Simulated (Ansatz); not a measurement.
# Is Zn-Ti-Zn stack of (111) layers a stable metal?, part 2 of 2

The plan: relax Zn-Ti-Zn stack of (111) layers, check its phonons, and, if the lattice is stable, compute its Eliashberg function and ρ(T).

Ansatz 0.2.0; DFT PBEsol, scalar-relativistic, plane waves, PAW; PAW set soft_1.

So far: The starting structure; Relaxing cell and atoms.

## (3) Relaxing tightly for phonons

Residual forces and stress shift phonon frequencies, so the cell is relaxed again, with tight thresholds and the mesh and smearing of this input.

input.yaml reads:

```yaml
crystal:
  lattice:
    - [2.6061235701, 2.5741e-06, 0.0]
    - [-1.3030640143, 2.25696793, 0.0]
    - [0.0, 0.0, 33.3453454395]
  atoms:
    - { symbol: Zn, position: [0.0, 0.0, 0.1626979779] }
    - { symbol: Ti, position: [0.3333333333, 0.6666666667, 0.2365048224] }
    - { symbol: Zn, position: [0.6666666667, 0.3333333333, 0.3103116668] }
  periodic: [true, true, false]
kpoints:
  mp_grid: { grid: [12, 12, 1] }
hamiltonian:
  xc: pbesol
  pseudopotentials: { kind: paw, azcp: { folder: soft_1 }, xc_functional: pbe }
scf:
  occupations: { method: methfessel_paxton, width: 0.2 }
output:
  forces: true
  stress: true
  eigenvalues: true
relax:
  adjacent_minimum: "off"
  f_tol: 0.001
  max_steps: 60
  cell: { stress_2d_tol: 0.002 }
```

The run is started by

```console
$ ansatz run input.yaml --threads 4 --pin off --max-ram 20480MiB --backend cpu --events-out ev --progress --plain --runs-dir out
```

Numbers of over 12 decimals in the logs are rounded to 6 here.

The log of the run:

```text
[the first part of the log is left out]
  E_paw        = -4733.888606  (= ΣΔE_a)
  E_vpaw       = -1007.553724  (= ΣTr[D̂ρ^β])
  E_aug_tail   = -0.000588  (compensation charges beyond the density's cutoff)
  E_ewald      = 56345.846110
  E_core_change = 1.734096  (= ΣΔE_core)
  E_smearing   = 0.001894  (= −TS)
  E_closure    = -0.000000  (closes the sum)
  Σ components = -9034.823293   (vs F -9034.823293, Δ=0.00e0)
--- Forces (eV/Å), atoms counted from 1 ---
  atom   1  Zn     0.00000000     0.00000000     0.00027447
[...]
-0.000000       0.000808       0.000000
       -0.000000       0.000000       0.000000
  P = ½ c Tr σ = 0.0008 N/m
--- Band table (eV; the first three rows and the last of 19) ---
[...]
--- Relaxed structure (4 steps of the walk, 4 accepted, 1 SCFs on fresh bases) ---
[...]
cell:  # Å, volume = 195.7777 Å³
    - [2.603747, 2.571760363786753e-6, 0]
    - [-1.301876, 2.254909, 0]
    - [0, 0, 33.3453454395]
  atoms:
    - { symbol: Zn, position: [0, 0, 0.162648] }
    - { symbol: Ti, position: [0.333333, 0.666667, 0.236505] }
    - { symbol: Zn, position: [0.666667, 0.333333, 0.310362] }
```

Wall time 11 s (4 threads of Arm Neoverse V1, shared host); peak memory 0.55 GiB.

Little changed from the start: no atom moved by 0.005 Å and no cell edge by 0.1 %.

## (4) Phonons by linear response: q 2×2×1, k 8×8×1

Before any scattering is computed, the phonons show whether the structure is a minimum.

input.yaml reads:

```yaml
crystal:
  lattice:
    - [2.6037466464, 2.5718e-06, 0.0]
    - [-1.3018755504, 2.2549094549, 0.0]
    - [0.0, 0.0, 33.3453454395]
  atoms:
    - { symbol: Zn, position: [0.0, 0.0, 0.1626476788] }
    - { symbol: Ti, position: [0.3333333333, 0.6666666667, 0.2365048224] }
    - { symbol: Zn, position: [0.6666666667, 0.3333333333, 0.310361966] }
  periodic: [true, true, false]
kpoints:
  mp_grid: { grid: [8, 8, 1] }
hamiltonian:
  xc: pbesol
  pseudopotentials: { kind: paw, azcp: { folder: soft_1 }, xc_functional: pbe }
scf:
  occupations: { method: methfessel_paxton, width: 0.2 }
output:
  eigenvalues: true
phonons:
  method: dfpt
  qmesh: [2, 2, 1]
  temperatures: { t_max: 1000, t_step: 50 }
  qpath:
    path:
      - [0.0, 0.0, 0.0]
      - [0.5, 0.0, 0.0]
      - [0.33333333, 0.33333333, 0.0]
      - [0.0, 0.0, 0.0]
    npoints: 10
```

The log of the run:

```text
Warning: crystal.symmetry: narrowed to the stabiliser of the run's FFT grids — unitary ops 12 → 6. A phonons.method: dfpt run fills in the rows of the dynamical matrix that it does not solve by its symmetry operations, which is exact only for operations that map its FFT grids onto themselves: filled in by any other, the frequencies could depend on the order in which like atoms are typed, or, by more than the grids' own error, on where the crystal sits among the grids' points. Excluded: 6 operations. The run can therefore solve more perturbations, solve them on more k-points, or both, and cost more. [rest of the remark cut]
[...]
Crystal: 3 atoms, lattice volume = 195.778 Å³
Basis set: ecut = 420 eV, 3921 PW (Γ), exchange–correlation on 36×36×450 points (8 copies of the dense FFT grid, shifted against one another)
Bands: 22, of which v1, the nominal top of the filled ones, is band 18 counted from 1 (17 counted from 0)
Symmetry: 12 space group operations
k-points: 10 of 64 (irreducible under 6 space group operations, time reversal used)
[...]
SCF iter   1: F=—  HF=-9038.990141 eV  |F-HF|=—  |Δ(HF+E_count)|=         —  Δρ=7.07e-2  dr2=5.56e1  ethr=3.10e-3  ⟨swp⟩=15.9  Hψ=2055  notcnv=0
[...]
SCF iter  14: F=-9034.793441 eV  HF=-9034.793441 eV  |F-HF|=3.24e-10  |Δ(HF+E_count)|=  8.22e-10  S|Δr|=    0.00e0  Δρ=5.86e-8  dr2=3.78e-12  ethr=1.00e-12  ⟨swp⟩=15.9  Hψ=1968  notcnv=0
SCF 1 converged in 14 iterations: F = -9034.793441 eV  dr2 = 3.78e-12
[...]
phonons: the bands overlap, so this run is a metal and interpolates without the dipole-dipole term. If the crystal is really an insulator or semiconductor, its LO-TO splitting is missing
NSCF: frozen V_eff on 10 k-points
WARN: eigensolver did not converge in 5 slots of this pass, the one above among them; of largest residual over every band (k=8): 1 band(s) unlocked (lowest unlocked band 21, counted from 0; max residual 1.05e-4 eV among the unlocked bands, 1.05e-4 eV over every band); of lowest unlocked band (k=2): band 21
[...]
DFPT response loops at q = (0, 0, 0) (fractional): preconditioner auto → none (partly filled bands, converged f_vac=0.728); β = 0.50; Broyden in place of MSR1
[...]
SCF converged after 14 iterations
Stability not checked: this state was not tested for a lower state beside it, because cold or Methfessel-Paxton smearing, or corrected tetrahedra, fill the levels in a way that the test cannot read (fill_not_monotonic; see scf.lower_state_search)
Free energy (F): -9034.793441 eV
[...]
Internal energy: -9034.794978 eV  (E = F + TS)
E sigma→0 (E₀):  -9034.793825 eV
Entropy (-TS):   0.001537 eV (0.512 meV/atom)
Fermi energy:    -4.979818 eV
[...]
--- Band table (eV; the first three rows and the last of 10) ---
  k-point 0: bands = [... 14 lower, -11.6996, -11.6996, -8.7051, -6.2641, -6.1112, -3.7714, -3.7714, -1.4023]
  k-point 1: bands = [... 14 lower, -11.7205, -11.6716, -8.1333, -5.9321, -5.6571, -4.1947, -3.3170, -1.8293]
  k-point 2: bands = [... 14 lower, -11.3006, -10.9597, -6.9033, -5.4453, -5.0142, -4.1724, -2.1047, -1.8850]
  k-point 9: bands = [... 14 lower, -6.2820, -5.9119, -5.0511, -4.8976, -4.5500, -3.1379, -2.1074, -1.8970]
--- Phonons (Γ-DFPT): 6 representative perturbations + reference (Σ response iterations 30) ---
  ASR residual: 8.679e-5 → 0.000e0 eV/Å²; symmetrization residual: 1.850e-5 eV/Å²
  The last average, over the group as it would stand without the narrowing to the FFT grids, took up to 3.440e-6 eV/Å² of the zone centre's force constants
  ASR residual per site (eV/Å²): 7.95e-5 1.63e-5 8.68e-5
  Γ frequencies (cm⁻¹): 0.00 0.00 0.00 55.30 55.30 87.67 100.38 100.38 170.00
--- Phonons (arbitrary-q DFPT): 2 irreducible q on the 2×2×1 mesh ---
  q = [0.0000, 0.0000, 0.0000] (star 1, of the zone-centre solve; hermiticity 4.97e-6, symmetrization 2.48e-6, taken by the last average 9.24e-7): -0.00 0.00 0.00 55.30 55.30 87.67 100.38 100.38 170.00
  q = [0.0000, -0.5000, 0.0000] (star 3, 9 solved perturbations in 267 linear systems a pass and spin channel, the states on 34 of 64 k-point pairs; hermiticity 2.51e-6, symmetrization 1.70e-7, taken by the last average 6.32e-7): -212.14 -172.08 -148.46 83.99 89.53 127.61 133.30 203.14 211.21
  sum rule: each row above includes the acoustic sum rule's correction from the zone centre's row sums; it moved no ω² by more than (0.60 cm⁻¹)²
  mesh force constants: q→R imaginary residual 2.70e-17; ASR residual 8.679e-5 → 0.000e0 eV/Å²; symmetrization residual 7.105e-15 eV/Å²
  interpolated dispersion: 31 rows × 9 modes
  density of states and harmonic sums: on the 28×28×1 q-mesh, interpolated from the force constants of a 2×2×1 supercell (no non-analytic term)
  largest difference from the sums on the solved wave vectors: F 2.12e-3 eV, S 7.94e-6 and C_V 6.47e-6 eV/K
  zero-point energy: 0.048623 eV/cell   skipped modes (ω ≤ 0): 235, of them read as no rigid motion or as one in doubt: 232 (2.950e0 modes/cell left out, lowest -214.72 cm⁻¹)   left out of the sums: 3.28e-1 of the cell's modes: C_V's classical limit lies that fraction below 3 k_B per atom; for a crystal, a wire or a layer, F and S can be off by more, and a phonons.interpolated_qmesh denser along its periods is the remedy for the sampling
```

Elapsed: 72 s, on 4 threads; peak memory 0.91 GiB; 4.5 min of CPU time.

This step gave:

- share of imaginary modes in the plain interpolation between solved wavevectors: 0.3265
- highest frequency, solved or plainly interpolated: 211.2 cm⁻¹

Solved on the 2×2×1 mesh alone; all other wavevectors are interpolated. Phonon branches along the path, in cm⁻¹:

```csv
point,branch 1,branch 2,branch 3,branch 4,branch 5,branch 6,branch 7,branch 8,branch 9
Γ,0,0,0,55,55,88,100,100,170
halfway,-133,-110,-93,86,97,103,109,149,167
M,-212,-172,-148,84,90,128,133,203,211
halfway,-212,-181,-162,84,88,150,151,197,204
K,-215,-182,-182,86,86,180,180,180,189
halfway,-148,-138,-106,85,98,117,119,158,174
Γ,0,0,0,55,55,88,100,100,170
```

The phonon branches as a text plot (rows in cm⁻¹):

```
    202 |               ****************   *******
    185 |           ****             ***************
    167 |*****    ****               ****  ****   *******  ******
    149 |     ******            *****          ***       **
    131 |       **    ************                **  ***
    114 |     ************                          *******
     96 |*****************************     **********************
     78 |   *************************************************
     60 |*****                                               ****
     43 |
     25 | **                                                 ***
      7 |*  **                                               ****
    -11 | ****
    -28 | **                                               *****
    -46 |   ****                                         **
    -64 |     ****                                       ****
    -82 |       **                                    *****
    -99 |       ****                                **
   -117 |         ****                                ***
   -135 |         ********                        ****
   -153 |           ****************           *******
   -171 |                 ********* *****  *********
   -188 |             **           ***************
   -206 |               ***********************
         Γ                   M           K                      Γ
```

Lowest modes at the softest wavevector of the mesh. Modes at q = (0.000, 0.500, 0.000), with each element's share of the kinetic energy (negative means imaginary):

```csv
mode,frequency (cm⁻¹),Zn %,Ti %
1,-212.1,2,98
2,-172.1,5,95
3,-148.5,3,97
4,84.0,99,1
5,89.5,100,0
6,127.6,100,0
```

Displacements in mode 1 (-212.1 cm⁻¹), the largest set to 1, in the home cell:
```
Zn1  0.00 -0.10  0.06
Ti2  0.00  0.82 -1.00
Zn3  0.00  0.10 -0.06
```

Displacements in mode 2 (-172.1 cm⁻¹), the largest set to 1, in the home cell:
```
Zn1  0.00 -0.18  0.02
Ti2  0.00 -1.00 -0.77
Zn3  0.00  0.18 -0.02
```

Among the solved wavevectors the lowest mode, translations apart, is -212 cm⁻¹, imaginary.

## (5) Phonons by linear response: q 3×3×1, k 9×9×1

An imaginary mode on so few k-points may come from the sampling, so the phonons are repeated with another q and k mesh.

Edit input.yaml of step 4 so:

```diff
@@ -11,3 +11,3 @@
 kpoints:
-  mp_grid: { grid: [8, 8, 1] }
+  mp_grid: { grid: [9, 9, 1] }
 hamiltonian:
@@ -21,3 +21,3 @@
   method: dfpt
-  qmesh: [2, 2, 1]
+  qmesh: [3, 3, 1]
   temperatures: { t_max: 1000, t_step: 50 }
```

The log of the run:

```text
[...]
Crystal: 3 atoms, lattice volume = 195.778 Å³
Basis set: ecut = 420 eV, 3921 PW (Γ), exchange–correlation on 36×36×450 points (8 copies of the dense FFT grid, shifted against one another)
Bands: 22, of which v1, the nominal top of the filled ones, is band 18 counted from 1 (17 counted from 0)
Symmetry: 12 space group operations
k-points: 12 of 81 (irreducible under 6 space group operations, time reversal used)
[...]
SCF iter   1: F=—  HF=-9038.916134 eV  |F-HF|=—  |Δ(HF+E_count)|=         —  Δρ=7.24e-2  dr2=5.79e1  ethr=3.10e-3  ⟨swp⟩=16.1  Hψ=2580  notcnv=0
[...]
SCF iter  15: F=-9034.825596 eV  HF=-9034.825596 eV  |F-HF|=6.91e-11  |Δ(HF+E_count)|=  7.42e-10  S|Δr|=    0.00e0  Δρ=4.58e-8  dr2=2.74e-12  ethr=1.00e-12  ⟨swp⟩=15.8  Hψ=2461  notcnv=0
SCF 1 converged in 15 iterations: F = -9034.825596 eV  dr2 = 2.74e-12
[...]
SCF converged after 15 iterations
[...]
Free energy (F): -9034.825596 eV
[...]
Internal energy: -9034.821526 eV  (E = F + TS)
E sigma→0 (E₀):  -9034.824579 eV
Entropy (-TS):   -0.004071 eV (-1.357 meV/atom)
Fermi energy:    -5.079108 eV
[...]
--- Band table (eV; the first three rows and the last of 12) ---
  k-point 0: bands = [... 14 lower, -11.7066, -11.7066, -8.7035, -6.2714, -6.1123, -3.7571, -3.7571, -1.3981]
  k-point 1: bands = [... 14 lower, -11.7233, -11.7046, -8.2472, -6.0011, -5.7473, -4.1054, -3.3961, -1.7658]
  k-point 2: bands = [... 14 lower, -11.5763, -11.2334, -7.1367, -5.5190, -5.0918, -4.3704, -2.4058, -1.9857]
  k-point 11: bands = [... 14 lower, -5.5917, -5.5917, -5.1957, -5.1957, -4.1554, -2.5675, -1.8218, -1.8218]
[...]
ASR residual: 7.695e-5 → 0.000e0 eV/Å²; symmetrization residual: 1.369e-5 eV/Å²
[...]
ASR residual per site (eV/Å²): 6.88e-5 2.32e-5 7.70e-5
  Γ frequencies (cm⁻¹): 0.00 0.00 0.00 52.77 52.77 98.07 98.07 109.34 180.56
--- Phonons (arbitrary-q DFPT): 3 irreducible q on the 3×3×1 mesh ---
[...]
interpolated dispersion: 31 rows × 9 modes
[...]
```

Elapsed: 2.9 min, on 4 threads; peak memory 1.3 GiB.

Numbers from this step:

```yaml
share_of_imaginary_modes_in_the_plain_interpolation_between_solved_wavevectors: 0.0579
highest_frequency_solved_or_plainly_interpolated: 245.3 cm⁻¹
```

Solved on the 3×3×1 mesh alone; all other wavevectors are interpolated. Phonon branches along the path, in cm⁻¹:

```csv
point,branch 1,branch 2,branch 3,branch 4,branch 5,branch 6,branch 7,branch 8,branch 9
Γ,0,0,0,53,53,98,98,109,181
halfway,58,84,87,99,112,144,149,177,211
M,-72,54,85,98,126,141,200,206,245
halfway,-111,49,88,90,149,150,192,193,210
K,-141,81,81,112,112,176,176,177,188
halfway,50,86,95,109,112,142,159,184,211
Γ,0,0,0,53,53,98,98,109,181
```

The phonon branches as a text plot (rows in cm⁻¹):

```
    237 |             ************
    221 |           **            *
    205 |         **    **************         **********
    189 |       **  ******        ********************
    173 |***************            ****************  ***********
    157 |     **                   ***       **     **
    141 |       ********************  **   ******************
    125 |   ******      ********        *         **     ****
    109 |***************                ***  *****  *****  ******
     92 |*    ***************************  ****************     *
     76 |   **************              **********       ****
     60 |*************    ******     ***              ***  ******
     44 |   ****                *****               **   **  ***
     28 | ****        **                                   *****
     12 | **                                                 ***
     -4 |*                                                      *
    -20 |
    -36 |                                         **
    -52 |               **
    -68 |                 *****
    -84 |                      ***             ***
   -101 |                         *
   -117 |                          **        **
   -133 |                            ********
         Γ                   M           K                      Γ
```

Lowest modes at the softest wavevector of the mesh. Modes at q = (-0.333, -0.333, 0.000), with each element's share of the kinetic energy (negative means imaginary):

```csv
mode,frequency (cm⁻¹),Zn %,Ti %
1,-140.8,14,86
2,81.3,74,26
3,81.3,74,26
4,111.7,30,70
5,111.7,30,70
6,175.5,96,4
```

Displacements in mode 1 (-140.8 cm⁻¹), the largest set to 1, in the home cell (x, y, z of the real part, then of the imaginary part):
```
Zn1  0.00 -0.17  0.00 -0.17  0.00  0.00
Ti2  0.00  0.00 -1.00  0.00  0.00  0.00
Zn3 -0.15  0.09  0.00 -0.09 -0.15  0.00
```

Displacements in mode 2 (81.3 cm⁻¹), the largest set to 1, in the home cell (x, y, z of the real part, then of the imaginary part):
```
Zn1  0.03  0.03  0.67 -0.03  0.03  0.08
Ti2 -0.29  0.69  0.00  0.03  0.36  0.00
Zn3 -0.03 -0.02 -0.95 -0.02  0.03  0.31
```

The modes has structure finer than the step of the table below, so its rows give means over 10 cm⁻¹, whole bins alone (the curve runs from -151 to 262 cm⁻¹). Peaks (cm⁻¹: height): Ti -57.2: 0.00833, 54.6: 0.0194, 101.4: 0.0148, 143.0: 0.0400, 176.8: 0.0204, 218.4: 0.0207, 231.3: 0.015; Zn 85.8: 0.127, 143.0: 0.0582, 195.0: 0.0559.

Phonopy on the run's constants, 21x21x1 mesh, Gaussian sigma 3.0 cm⁻¹. Modes against wavenumber; means over each step; values in 1/cm⁻¹/cell:

```csv
wavenumber (cm⁻¹),Ti,Zn
-140,0.00216,3.6e-4
-130,0.00411,7.0e-4
-120,0.00350,6.2e-4
-110,0.00447,8.2e-4
-100,0.00345,6.7e-4
-90,0.00563,0.00119
-80,0.00464,0.00107
-70,0.00413,0.00105
-60,0.00596,0.00174
-50,0.00337,0.00106
-40,1.1e-4,4.7e-5
-30,8.1e-4,3.6e-4
-20,4.9e-5,2.1e-5
-10,8.1e-5,6.5e-5
0,0.00173,0.00124
10,0.00117,9.5e-4
20,0.00427,0.00366
30,0.00109,0.00307
40,0.00281,0.00621
50,0.0130,0.0162
60,0.0147,0.0182
70,0.0108,0.0177
80,0.00799,0.0577
90,0.00998,0.0964
100,0.0136,0.0497
110,0.0109,0.0304
120,0.00581,0.0225
130,0.00747,0.0234
140,0.0285,0.0442
150,0.0113,0.0324
160,0.00237,0.0158
170,0.0113,0.0213
180,0.0166,0.0343
190,0.0130,0.0493
200,0.0130,0.0367
210,0.0144,0.00585
220,0.0156,0.00157
230,0.0129,8.7e-4
240,0.0110,6.7e-4
250,0.00202,1.2e-4
```

No LO-TO term; unit eigenvectors of the mass-weighted matrix. Modes at Γ, with each element's share of the kinetic energy:

```csv
mode,frequency (cm⁻¹),symmetry,Zn %,Ti %
1,0.0,unnamed,73,27
2,0.0,unnamed,73,27
3,0.0,unnamed,73,27
4,52.8,Eg,100,0
5,52.8,Eg,100,0
6,98.1,Eu,27,73
7,98.1,Eu,27,73
8,109.3,A1g,100,0
9,180.6,A2u,27,73
```

Displacements in mode 4 (52.8 cm⁻¹), the largest set to 1:
```
Zn1  0.00 -1.00  0.00
Ti2  0.00  0.00  0.00
Zn3  0.00  1.00  0.00
```

Displacements in mode 8 (109.3 cm⁻¹), the largest set to 1:
```
Zn1  0.00  0.00 -1.00
Ti2  0.00  0.00  0.00
Zn3  0.00  0.00  1.00
```

Among the solved wavevectors the lowest mode, translations apart, is -141 cm⁻¹, imaginary.

## (6) What came out

```
phonon run of the rows without a label of their own : PBEsol, q 3×3×1, k 9×9×1
softest mode on the q mesh                          : -141 cm⁻¹ at q = (-0.333, -0.333, 0)
highest frequency, solved or plainly interpolated   : 245 cm⁻¹
```

**Reading.** The lattice is dynamically unstable at this level: a mode at q = (-0.333, -0.333, 0) is imaginary, 141i cm⁻¹, so no harmonic coupling constant or resistivity is defined for this structure. These meshes are coarse, and single modes of a metal can move by tens of cm⁻¹ with the k mesh. The coarser mesh found an imaginary mode at another wavevector, which this mesh lacks. The phonon runs are not spin-polarised. The PAW files were made for PBE; under other functionals the run regenerates their frozen core. The structure was built by hand as an ordered model, and its stability against other phases was not tested.

[Logs are printed without paths, hosts, clocks, repeated set-up lines and the standing remarks that a program may print on its own settings, such as how far it seeks lower states.]

[Hosts, paths, dates, database ids (printed as entryN), source tags and the programs' standing remarks are cut or masked in the printed files.]
